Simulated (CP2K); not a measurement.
Consider 3-isocyanopyrrole at its PBE geometry (Å).

```xyz
11

C     3.2962   -0.4553    0.6169
N     2.1356   -0.3152    0.4164
C     0.7981   -0.1210    0.1596
C     0.1607    1.1387   -0.0593
C    -1.1759    0.8743   -0.2831
N    -1.3570   -0.4911   -0.2059
C    -0.1662   -1.1199    0.0622
H     0.6407    2.1097   -0.0499
H    -2.0050    1.5399   -0.4900
H    -2.2436   -0.9655   -0.3254
H    -0.0836   -2.1946    0.1585
```

Method: CP2K XAS_TDP, all-electron GAPW, PBEh(45%), aug-cc-pVDZ, TDA, GW2X-corrected core level, no relativity.

**Question.** Predict the bright core excitations at the C K edge.

Leading lines: C1 288.62 eV, C3 288.66 eV, C4 287.91 eV, C5 288.35 eV and C7 287.97 eV. The leading line of an atom is its first one with 35 % of the strongest within 2.5 eV of its lowest line over the strength cut. Core ionisation energies at this level: C4 291.95, C5 292.87, C7 292.79, C1 294.08 and C3 292.87 eV.

The first six lines of each atom with a strength over 0.0015:

```csv
atom,energy (eV),states,"strength, one atom",above the computed threshold
C1 (bonded to N),288.62,2,0.1336,
,293.41,2,0.0017,
,293.98,1,0.0045,
,294.98,1,0.0042,yes
,295.18,1,0.0033,yes
,296.50,1,0.0023,yes
C3 (bonded to 2 C and N),288.66,1,0.0403,
,291.14,1,0.0021,
,291.17,1,0.0015,
,292.19,1,0.0167,
,292.24,1,0.0129,
,292.89,1,0.0037,yes
C4 (bonded to 2 C and H),287.91,1,0.0490,
,290.05,1,0.0065,
,290.58,1,0.0053,
,291.04,1,0.0055,
,291.34,1,0.0032,
,291.57,1,0.0020,
"C5 (bonded to C, N and H)",288.35,1,0.0520,
,290.45,1,0.0106,
,291.41,1,0.0036,
,291.90,1,0.0017,
,292.26,1,0.0037,
,292.36,1,0.0037,
"C7 (bonded to C, N and H)",287.97,1,0.0497,
,290.42,1,0.0103,
,291.42,1,0.0056,
,291.86,1,0.0016,
,292.01,1,0.0031,
,292.20,1,0.0020,
```

Lines are vertical, at one geometry, with no vibrational structure. GW2X ionisation energies and lines can be off by 1 to 2 eV either way, and a good line position may hide errors that cancel. These values hold no scalar relativity, about 0.1 eV for C 1s. Rydberg lines, and the discretised continuum above threshold, depend on the basis and the box.

[Banner, clock and machine lines of the logs are left out without a mark of their own.]

[Logs are printed without paths, hosts, clocks, repeated set-up lines and the standing remarks that a program may print on its own settings, such as how far it seeks lower states.]

[Hosts, paths, dates, database ids (printed as entryN), source tags and the programs' standing remarks are cut or masked in the printed files.]
